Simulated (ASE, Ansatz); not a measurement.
# Electronic structure of generalised stacking fault on (112) of a Nb-Li solid solution (54 atoms)

Aim: energy, forces and density of states of generalised stacking fault on (112) of a Nb-Li solid solution (54 atoms) at a fixed geometry.

Calculated with Ansatz 0.2.0; Kohn-Sham DFT, r2SCAN, PAW (set soft_2), plane waves.

## (1) The starting structure

The cell holds 54 atoms: 30 Nb and 24 Li. Cell: a = 8.820 Å, b = 4.801 Å, c = 25.149 Å, α = 90.0°, β = 89.4°, γ = 90.0°. It derives from Nb and Li. Bcc Nb lattice (a = 3.3949 Å, the value set for the mixture), cell with z along [112], 3 x 1 x 3 periods; the third cell vector is tilted by 0.083 of 1/2<111> (its sense, twinning or antitwinning, isn't checked) and lengthened by 0.2 Å, so the cell holds one fault; displaced by a Gaussian of 0.01 Å; 24 of 54 Nb sites given to Li at random (lattice constant by Vegard's rule between Nb and Li).

Before any run, some limits are plain. The cell is under 6 Å thick along one periodic direction, so every atom has periodic images of itself close by, which move with it and show among its neighbours and in g(r). The host structure and its lattice constant were typed by rule, without a check against the phase diagram.

## (2) Plane-wave single point

One self-consistent run at the given positions yields energy and forces.

input.yaml reads:

```yaml
crystal:
  lattice:
    - [8.82021, 0.0, 0.0]
    - [0.0, 4.80111, 0.0]
    - [0.24503, 0.0, 25.14732]
  atoms:
    - { symbol: Nb, position: [0.6407, 0.99947, 0.99218] }
    - { symbol: Nb, position: [0.30454, 0.00111, 0.99115] }
    - { symbol: Li, position: [0.97352, 0.00176, 0.9917] }
    - { symbol: Nb, position: [0.77725, 0.49721, 0.05379] }
    - { symbol: Nb, position: [0.44352, 0.50134, 0.05439] }
    - { symbol: Li, position: [0.11032, 0.50079, 0.05474] }
    - { symbol: Li, position: [0.88509, 0.00146, 0.10948] }
    - { symbol: Li, position: [0.55127, 0.00013, 0.11046] }
    - { symbol: Nb, position: [0.21766, 0.99986, 0.11033] }
    - { symbol: Nb, position: [0.66274, 0.49904, 0.16508] }
    - { symbol: Li, position: [0.33126, 0.5014, 0.16508] }
    - { symbol: Li, position: [0.99513, 0.49827, 0.1651] }
    - { symbol: Nb, position: [0.77234, 0.99869, 0.22063] }
    - { symbol: Nb, position: [0.43861, 0.00201, 0.21994] }
    - { symbol: Li, position: [0.10405, 0.99825, 0.21994] }
    - { symbol: Li, position: [0.88165, 0.50004, 0.27551] }
    - { symbol: Li, position: [0.54755, 0.49971, 0.27512] }
    - { symbol: Li, position: [0.21318, 0.50076, 0.27439] }
    - { symbol: Li, position: [0.65727, 0.00071, 0.33064] }
    - { symbol: Li, position: [0.32407, 0.00508, 0.33017] }
    - { symbol: Li, position: [0.99169, 0.99838, 0.3307] }
    - { symbol: Nb, position: [0.76745, 0.50104, 0.38487] }
    - { symbol: Nb, position: [0.43463, 0.49757, 0.3858] }
    - { symbol: Li, position: [0.09888, 0.49898, 0.38556] }
    - { symbol: Nb, position: [0.87713, 0.00098, 0.44071] }
    - { symbol: Nb, position: [0.54296, 0.00081, 0.44102] }
    - { symbol: Li, position: [0.20857, 0.00361, 0.44099] }
    - { symbol: Nb, position: [0.65202, 0.501, 0.49625] }
    - { symbol: Nb, position: [0.3192, 0.4988, 0.49601] }
    - { symbol: Li, position: [0.98494, 0.50142, 0.49596] }
    - { symbol: Nb, position: [0.7626, 0.99869, 0.55094] }
    - { symbol: Nb, position: [0.42763, 0.00473, 0.54988] }
    - { symbol: Nb, position: [0.09562, 0.00037, 0.55086] }
    - { symbol: Nb, position: [0.87224, 0.50211, 0.60604] }
    - { symbol: Li, position: [0.53804, 0.50218, 0.6064] }
    - { symbol: Li, position: [0.20444, 0.50218, 0.60614] }
    - { symbol: Nb, position: [0.64754, 0.99371, 0.6612] }
    - { symbol: Li, position: [0.31565, 0.99922, 0.66148] }
    - { symbol: Li, position: [0.98169, 0.00199, 0.66046] }
    - { symbol: Nb, position: [0.75808, 0.49864, 0.71581] }
    - { symbol: Li, position: [0.42642, 0.50163, 0.71604] }
    - { symbol: Nb, position: [0.09232, 0.50192, 0.71598] }
    - { symbol: Nb, position: [0.86841, 0.99908, 0.77107] }
    - { symbol: Nb, position: [0.53492, 0.99828, 0.77183] }
    - { symbol: Nb, position: [0.20233, 0.00102, 0.77176] }
    - { symbol: Nb, position: [0.64438, 0.50165, 0.82658] }
    - { symbol: Nb, position: [0.30832, 0.50277, 0.82574] }
    - { symbol: Li, position: [0.9767, 0.50352, 0.82697] }
    - { symbol: Nb, position: [0.75176, 0.00143, 0.88108] }
    - { symbol: Nb, position: [0.42063, 0.00151, 0.88147] }
    - { symbol: Nb, position: [0.08454, 0.00062, 0.88076] }
    - { symbol: Nb, position: [0.86282, 0.49809, 0.93645] }
    - { symbol: Li, position: [0.5286, 0.50147, 0.93643] }
    - { symbol: Li, position: [0.19621, 0.50072, 0.93671] }
kpoints:
  mp_grid: { grid: [2, 4, 1] }
hamiltonian:
  xc: r2scan
scf:
  occupations: { method: fermi_dirac, width: 0.1 }
output:
  forces: true
  stress: true
  populations: true
  dos:
    method: { smearing: { sigma: 0.1 } }
    de: 0.1
    projected: { site_lists: { Li: [Li], Nb: [Nb] } }
  eigenvalues: true
  write_density: true
  write_potential: true
  volumetric_format: npy
```

The run is started by

```sh
$ ansatz run input.yaml --threads 8 --pin off --max-ram 15872MiB --backend cpu --events-out ev --progress --plain --runs-dir out
```

Output:

```text
Engine: ansatz 0.2.0, aarch64-unknown-linux-gnu
Pseudopotentials: kind: paw
Pseudopotential: Nb, paw, valence charge 13, recommended cutoff 500 eV (meta_gga), Nb.paw.azcp
Pseudopotential: Li, paw, valence charge 3, recommended cutoff 500 eV (meta_gga), Li.paw.azcp
[... 6 lines on functional and potentials left out ...]
Crystal: 54 atoms, lattice volume = 1064.908 Å³
Basis set: ecut = 500 eV, 27061 PW (Γ), exchange–correlation on 288×144×768 points (64 copies of the dense FFT grid, shifted against one another)
Bands: 285, of which v1, the nominal top of the filled ones, is band 231 counted from 1 (230 counted from 0)
Symmetry: 1 space group operations
Space group: P1 (ITA 1), of the structure as read, at distance tolerance 1.0e-4 Å
k-points: 6 of 8 (time reversal used)
[... 6 lines on functional and potentials left out ...]
Initial density: superposition of atomic densities (neutral atoms: chi_scale 0, normalization atom), corrected by the library's trained network
Initial wavefunctions: pseudopotential atomic-orbital guess
Functional: x = r2scan, c = r2scan; τ floored in thin density (d = 2e-4 eV/Å³)
SCF iter   1: F=—  HF=-141802.204377 eV  |F-HF|=—  |Δ(HF+E_count)|=         —  Δρ=1.09e-2  dr2=3.44e1  dr2_τ=4.30e-1  ethr=1.77e-3  ⟨swp⟩=10.2  Hψ=7753  notcnv=0
preconditioner: auto → Kerker (q_TF=auto, 2.374 Å⁻¹)  [metal: Δε(μ)=0.033 eV  Ē_g=2.726 eV  σ=0.100 eV  W_gap=0.08  n_scr=238 (ndim 8)  ℏωp=15.0 eV  f_vac=0.000  D(μ)=61.05/eV (n_scr^D=614)]
SCF iter   2: F=—  HF=-141802.312502 eV  |F-HF|=—  |Δ(HF+E_count)|=   1.08e-1  Δρ=7.12e-3  dr2=4.94e0  dr2_τ=2.32e-1  ethr=1.77e-3  ⟨swp⟩=2.3  Hψ=2150  notcnv=0
SCF iter   3: F=—  HF=-141802.285214 eV  |F-HF|=—  |Δ(HF+E_count)|=   2.73e-2  Δρ=3.55e-3  dr2=1.51e0  dr2_τ=1.87e-2  ethr=1.07e-3  ⟨swp⟩=1.3  Hψ=1713  notcnv=0
SCF iter   4: F=—  HF=-141802.299685 eV  |F-HF|=—  |Δ(HF+E_count)|=   1.45e-2  Δρ=3.29e-3  dr2=7.59e-1  dr2_τ=3.03e-2  ethr=3.27e-4  ⟨swp⟩=1.2  Hψ=1754  notcnv=0
SCF iter   5: F=—  HF=-141802.279801 eV  |F-HF|=—  |Δ(HF+E_count)|=   1.99e-2  Δρ=8.24e-4  dr2=8.69e-2  dr2_τ=1.81e-3  ethr=1.64e-4  ⟨swp⟩=1.0  Hψ=1710  notcnv=0
SCF iter   6: F=—  HF=-141802.280645 eV  |F-HF|=—  |Δ(HF+E_count)|=   8.45e-4  Δρ=6.47e-4  dr2=2.01e-2  dr2_τ=1.56e-3  ethr=1.88e-5  ⟨swp⟩=1.0  Hψ=1710  notcnv=0
SCF iter   7: F=—  HF=-141802.280376 eV  |F-HF|=—  |Δ(HF+E_count)|=   2.69e-4  Δρ=2.61e-4  dr2=3.70e-3  dr2_τ=2.25e-4  ethr=4.35e-6  ⟨swp⟩=1.8  Hψ=1745  notcnv=0
SCF iter   8: F=—  HF=-141802.280479 eV  |F-HF|=—  |Δ(HF+E_count)|=   1.03e-4  Δρ=1.64e-4  dr2=2.46e-3  dr2_τ=2.97e-5  ethr=8.00e-7  ⟨swp⟩=1.3  Hψ=1712  notcnv=0
SCF iter   9: F=—  HF=-141802.280552 eV  |F-HF|=—  |Δ(HF+E_count)|=   7.35e-5  Δρ=1.56e-4  dr2=1.85e-3  dr2_τ=8.07e-5  ethr=5.32e-7  ⟨swp⟩=1.8  Hψ=1757  notcnv=0
SCF iter  10: F=—  HF=-141802.280526 eV  |F-HF|=—  |Δ(HF+E_count)|=   2.59e-5  Δρ=4.72e-5  dr2=2.25e-4  dr2_τ=8.86e-6  ethr=4.01e-7  ⟨swp⟩=1.3  Hψ=1724  notcnv=0
SCF iter  11: F=—  HF=-141802.280532 eV  |F-HF|=—  |Δ(HF+E_count)|=   5.37e-6  Δρ=2.87e-5  dr2=1.23e-5  dr2_τ=5.63e-7  ethr=4.88e-8  ⟨swp⟩=1.0  Hψ=1710  notcnv=0
SCF iter  12: F=—  HF=-141802.282027 eV  |F-HF|=—  |Δ(HF+E_count)|=   1.50e-3  Δρ=1.78e-5  dr2=1.41e-5  dr2_τ=5.51e-7  ethr=2.67e-9  ⟨swp⟩=2.0  Hψ=2094  notcnv=0
SCF iter  13: F=—  HF=-141802.282028 eV  |F-HF|=—  |Δ(HF+E_count)|=   8.64e-7  Δρ=1.10e-5  dr2=5.73e-6  dr2_τ=3.24e-7  ethr=2.67e-9  ⟨swp⟩=2.0  Hψ=2052  notcnv=0
SCF iter  14: F=—  HF=-141802.282028 eV  |F-HF|=—  |Δ(HF+E_count)|=   7.49e-8  Δρ=6.60e-6  dr2=3.83e-6  dr2_τ=1.37e-7  ethr=1.24e-9  ⟨swp⟩=2.0  Hψ=1758  notcnv=0
SCF iter  15: F=—  HF=-141802.282028 eV  |F-HF|=—  |Δ(HF+E_count)|=   3.95e-8  Δρ=2.58e-6  dr2=1.30e-7  dr2_τ=5.38e-9  ethr=8.30e-10  ⟨swp⟩=1.0  Hψ=1710  notcnv=0
SCF iter  16: F=—  HF=-141802.282028 eV  |F-HF|=—  |Δ(HF+E_count)|=   6.04e-8  Δρ=1.83e-6  dr2=2.24e-7  dr2_τ=9.29e-9  ethr=2.16e-11  ⟨swp⟩=11.7  Hψ=9921  notcnv=0
SCF iter  17: F=-141802.282028 eV  HF=-141802.282028 eV  |F-HF|=3.53e-8  |Δ(HF+E_count)|=   1.80e-9  Δρ=8.59e-7  dr2=4.31e-8  dr2_τ=1.34e-9  ethr=2.16e-11  ⟨swp⟩=5.7  Hψ=8814  notcnv=0
SCF 1 converged in 17 iterations: F = -141802.282028 eV  dr2 = 4.31e-8
  greatest PAW one-centre occupation: 1.000 electrons in one spin orbital (limit 2), on the Nb atom at site 48 (counted from 0), in its partial waves of l = 0
SCF converged after 17 iterations
Free energy (F): -141802.282028 eV
Harris-Foulkes:  -141802.282028 eV  (|F-HF|=3.53e-8)
Internal energy: -141800.311086 eV  (E = F + TS)
E sigma→0 (E₀):  -141801.296557 eV
Entropy (-TS):   -1.970942 eV (-36.499 meV/atom)
Fermi energy:    9.196781 eV
--- Per-component energies (eV) ---
  E_band       = -7389.367935
  E_kinetic    = 12165.112949
  E_local      = -53559.621054  (includes V_loc(G=0)·N_el)
  E_nonlocal   = 2803.705552
  E_hartree    = 20840.960115
  E_xc         = -5246.327515
  E_vxc        = -7325.057997  (∫ρ·V_xc dr)
  E_paw        = -93226.821875  (= ΣΔE_a)
  E_vpaw       = -3620.173433  (= ΣTr[D̂ρ^β])
  E_aug_tail   = -0.002350  (compensation charges beyond the density's cutoff)
  E_vtau       = 464.727562  (kinetic-family band-sum trace: ∫τ·v_τ [+ j·A + Jᵃ·Aᵃ] dr)
  E_ewald      = -25571.543987
  E_core_change = -5.772921  (= ΣΔE_core)
  E_smearing   = -1.970942  (= −TS)
  E_closure    = -0.000000  (closes the sum)
  Σ components = -141802.282028   (vs F -141802.282028, Δ=0.00e0)
--- Forces (eV/Å), atoms counted from 1 ---
  atom   1  Nb    -0.36628069     0.02111678     0.17561724
  atom   2  Nb     1.24178294    -0.00670889     1.28721776
  atom   3  Li    -0.06765882    -0.03329734     0.35834943
  atom   4  Nb    -1.60506779     0.04913966    -0.94037924
  atom   5  Nb     0.35464912    -0.01383201    -0.33802531
  atom   6  Li     0.08227561    -0.00650494    -0.36002199
  atom   7  Li    -0.28732481    -0.04184389    -0.00080274
  atom   8  Li     0.27226352     0.00115740    -0.16538828
  atom   9  Nb     1.86123773     0.02064646    -0.98129900
  atom  10  Nb    -0.54929660    -0.01370512     0.19184677
  atom  11  Li    -0.24441753    -0.00540398     0.05525012
  atom  12  Li     0.06426020     0.01037054    -0.11487831
  atom  13  Nb    -2.15129096     0.01953722    -1.07271537
  atom  14  Nb     1.91926300    -0.00949945    -1.37360796
[...]
atom  53  Li    -0.13741743    -0.01132434     0.18717848
  atom  54  Li     0.24753932     0.00139975     0.14408998
  max |Σ_I F_I| component: 7.20e-5 eV/Å
--- Stress (GPa, compression-positive) ---
      -11.274257       0.024270       0.206589
        0.024270     -10.699123       0.040407
        0.206589       0.040407     -10.588752
  P = ⅓ Tr σ = -10.8540 GPa (-108.540 kbar)
--- Band table (eV; the first three rows and the last of 6) ---
  k-point 0: bands = ["-47.7487", "-47.7264", "-47.6568", "-47.5680", [... 269 levels ...], "11.1480", "11.2166", "11.2453", "11.2644", "11.3452", "11.3736", "11.4302", "11.4872", "11.5445", "11.5960", "11.6254", "11.7376"]
[...]
--- Löwdin populations: 54 sites ---
  site symbol       q [e]
     0     Nb     12.9536
     1     Nb     13.1903
     2     Li      2.6374
[...]
53     Li      2.6395
  spilling = 0.008879 (of n_electrons = 462.000000)
```

The job ended after 1.8 min (8 threads of Arm Neoverse V2, shared host; peak memory 8.6 GiB).

The run gave:

| Quantity | Value |
| --- | --- |
| free energy | -141802.2820 eV |
| free energy per atom | -2625.9682 eV/atom |
| SCF cycles | 17 |
| pressure | -10.85 GPa |
| r.m.s. force component | 0.5355 eV/Å |
| longest force | 2.593 eV/Å |
| Fermi energy | 9.197 eV |
| levels partly filled by over 2 per cent | 131 |
| spilling of the projection | 0.008879 |

Length of the force by element:

```csv
element,coordination,atoms,mean length of the force (eV/Å),spread,least,most
Li,all,24,0.238,0.0912,0.0759,0.369
Nb,all,30,0.966,0.751,0.155,2.59
```

States in the cell by windows of 1 eV, zero at the Fermi level; the larger projections on atomic orbitals stand beside the total:

```
from (eV)  to (eV)  total  Nb d  Nb s  Li s
      -18       -6    0.0   0.0   0.0   0.0
       -6       -5    0.8   0.0   0.6   0.1
       -5       -4    5.1   0.2   3.7   1.1
       -4       -3   12.2   2.5   7.0   2.5
       -3       -2   33.9  22.3   6.7   4.3
       -2       -1   58.0  48.5   3.9   4.1
       -1        0   64.4  55.0   2.9   3.4
        0        1   49.0  38.3   2.8   2.8
```

About 288 of the 462 electrons lie in deeper levels, below the stored range.

The levels nearest the highest filled one (over half full), pooled over k-points and spins:

```
level less the highest filled one (eV)  occupation
                               -0.0367        1.19
                               -0.0318        1.16
                               -0.0239        1.12
                               -0.0183        1.09
                               -0.0174        1.09
                                     0        1.00
                                0.0051       0.978
                                0.0135       0.936
                                0.0189       0.909
                                 0.028       0.865
                                0.0282       0.864
                                0.0287       0.861
```

Valence density in the ca plane at fractional y = 0.000, with atoms of Nb and Li within 0.2 Å of it. It is the smooth field of the valence electrons, not physical close to the nuclei.

Ten even steps from '0' (0.0 e/Å³) to '9' (7.3 e/Å³), each cell a mean:
```
50000000000000000000005710000121000000000000
10000003200000000000000000001465200000000000
00000019700000010000000000001566400000000000
00000003200001343100000000001466300002320000
00000000000002566200000000000233100025651000
00000000000002666300000000000000000036662000
21000000000001454100000100000000000025652000
63000000000000111000006710000000000001210001
63000000000000000000005710000121000000000001
52000003300000000000000000001355200000000000
10000018710000010000000000001566400000000000
00000003300001243100000000001466300002310000
00000000000002566200000000000233100025641000
00000000000002666200000000000000000036662000
20000000000001454100000100000000000025651000
62000000000000111000006710000000000002210000
63000012210000000000005710000000000000000000
52000146630000000000000000000021000000000000
20000156641000000000000000000286000000000000
00000146630000000000000000000154000002320000
00000012210000262000000000000000000025652000
00000000000000394000000000000000000036662000
00000000000000020000000100000000000025651000
20000000000000000000006810000000000001210000
```
Columns run along c (16.0 Å, from fractional 0.00 to 0.64 of the cell), rows up along a (8.8 Å). Atoms in or near the plane, at fractional coordinates: Li at (0.11, 0.89), Li at (0.11, 0.55), Nb at (0.11, 0.22), Nb at (0.22, 0.77), Nb at (0.22, 0.44), Li at (0.22, 0.10), Li at (0.33, 0.66), Li at (0.33, 0.32), Li at (0.33, 0.99), Nb at (0.44, 0.88), Nb at (0.44, 0.54), Li at (0.44, 0.21), Nb at (0.55, 0.76), Nb at (0.55, 0.43) and more.

Electrostatic potential energy in the ca plane at fractional y = 0.000, with atoms of Nb and Li within 0.2 Å of it. With pseudopotentials it is smooth inside the atoms' cores, unlike the true potential.

Values in eV, 13 rows by 16 columns, each cell a mean:
```
 11   2   1  11   9  10   8 -12   6 -10 -32   6   7   7  11 -12
 12  -7  -9   8 -11  -2  11   9  10 -27 -63   0  -1  -2  11   8
 12   7   6   3 -56 -31  10  11  12  -5 -26   4 -40 -42   8   6
 10  12  12   6 -43 -22   8  -4   9  10   7   9 -36 -39   4 -32
  6   8   7  11   3   6   7 -19   6   1 -13   8   2   1   2 -61
  9  -5  -9  10   1   6  11   5   9 -24 -60   1   6   6   8 -25
 12   3   1   5 -46 -21  11  11  11 -15 -45   2 -28 -28   9   7
 11  11  10   4 -56 -29   9   3  11   7   2   7 -46 -46   8   6
  8   1   0   9 -10  -1   6 -19   6  11  10  11 -10 -11   9 -15
  6 -36 -42   9   9  10  10  -4   9   5  -7  11   8   7  11  -4
  9 -37 -45   7   2   7  12  10  11   2 -14   9 -14 -15  10  11
 12  -1  -3   9 -16  -2  10   7  11  10   7   8 -46 -49   7  10
 12  10   9  11   1   6   8 -14   7   8   6  10 -23 -26   8  -8
```
Columns run along c (16.0 Å, from fractional 0.04 to 0.68 of the cell; values clipped at the 3rd and 97th percentile), rows up along a (8.8 Å). Atoms in or near the plane, at fractional coordinates: Li at (0.11, 0.89), Li at (0.11, 0.55), Nb at (0.11, 0.22), Nb at (0.22, 0.77), Nb at (0.22, 0.44), Li at (0.22, 0.10), Li at (0.33, 0.66), Li at (0.33, 0.32), Li at (0.33, 0.99), Nb at (0.44, 0.88), Nb at (0.44, 0.54), Li at (0.44, 0.21), Nb at (0.55, 0.76), Nb at (0.55, 0.43) and more.

Within 0.4 eV of the Fermi level the largest share is Nb d (87 % of the projected weight).

## (3) Distances and neighbours

Bonds and neighbours are counted at the geometry of the runs.

Density 4.61 g/cm³, 19.72 Å³ an atom.

Pair distribution functions g(r), in bins of 0.2 Å:

```csv
r (Å),total,Nb-Nb,Nb-Li,Li-Li
2.80,0.04,0.11,0.00,0.00
3.00,7.07,6.85,7.22,6.96
3.20,0.15,0.29,0.00,0.30
3.40,3.94,4.26,3.58,4.36
3.60,0.09,0.00,0.17,0.00
3.80,0.04,0.00,0.09,0.00
4.00,0.00,0.00,0.00,0.00
4.20,0.00,0.00,0.00,0.00
4.40,0.00,0.00,0.00,0.00
4.60,0.00,0.00,0.00,0.00
4.80,3.77,4.61,2.71,5.15
5.00,0.28,0.30,0.28,0.24
5.20,0.00,0.00,0.00,0.00
5.40,0.06,0.06,0.08,0.00
5.60,5.54,5.30,5.78,5.30
5.80,1.67,1.80,1.57,1.71
6.00,0.47,0.43,0.47,0.50
6.20,0.00,0.00,0.00,0.00
6.40,0.00,0.00,0.00,0.00
6.60,0.00,0.00,0.00,0.00
6.80,0.95,0.92,0.97,0.93
7.00,0.03,0.00,0.07,0.00
7.20,0.07,0.06,0.09,0.03
7.40,3.03,3.04,3.01,3.06
7.60,3.39,3.45,3.29,3.47
7.80,0.20,0.09,0.31,0.10
```

Local excerpt of 9 atoms (numbers count through the whole input) about Li16, picked at random; x, y, z are measured from there.

| atom | x | y | z | distance (Å) | Fx | Fy | Fz (eV/Å) |
| --- | --- | --- | --- | --- | --- | --- | --- |
| Li16 | 0.00 | 0.00 | 0.00 | 0.00 | -0.11 | -0.02 | -0.28 |
| Nb22 | -0.98 | 0.00 | 2.75 | 2.92 | -1.45 | -0.02 | 1.59 |
| Li18 | 2.92 | 0.00 | -0.03 | 2.92 | 0.17 | 0.00 | -0.10 |
| Nb13 | -0.98 | 2.39 | -1.38 | 2.93 | -2.15 | 0.02 | -1.07 |
| Li21 | 0.98 | 2.39 | 1.39 | 2.94 | -0.08 | 0.01 | -0.05 |
| Nb13 | -0.98 | -2.41 | -1.38 | 2.94 | -2.15 | 0.02 | -1.07 |
| Li12 | 0.97 | -0.01 | -2.78 | 2.94 | 0.06 | 0.01 | -0.11 |
| Li17 | -2.95 | 0.00 | -0.01 | 2.95 | 0.23 | 0.02 | 0.00 |
| Li21 | 0.98 | -2.41 | 1.39 | 2.95 | -0.08 | 0.01 | -0.05 |

## (4) Outcome

* free energy per atom: -2625.9682 eV/atom
* density: 4.606 g/cm³
* pressure: -10.85 GPa
* r.m.s. force component: 0.5355 eV/Å
* wall time of the 1 DFT run: 1.8 min

What this shows: 131 levels are partly filled, by over 2 % (on the run's k-points), as in a metal.

What to keep in mind: The geometry was built by rule, was displaced at random and isn't relaxed at this level: its force components are 0.54 eV/Å r.m.s. The pressure of -11 GPa says that the cell would shrink at this level of theory.

[Logs are printed without paths, hosts, clocks, repeated set-up lines and the standing remarks that a program may print on its own settings, such as how far it seeks lower states.]

[Hosts, paths, dates, database ids (printed as entryN), source tags and the programs' standing remarks are cut or masked in the printed files.]
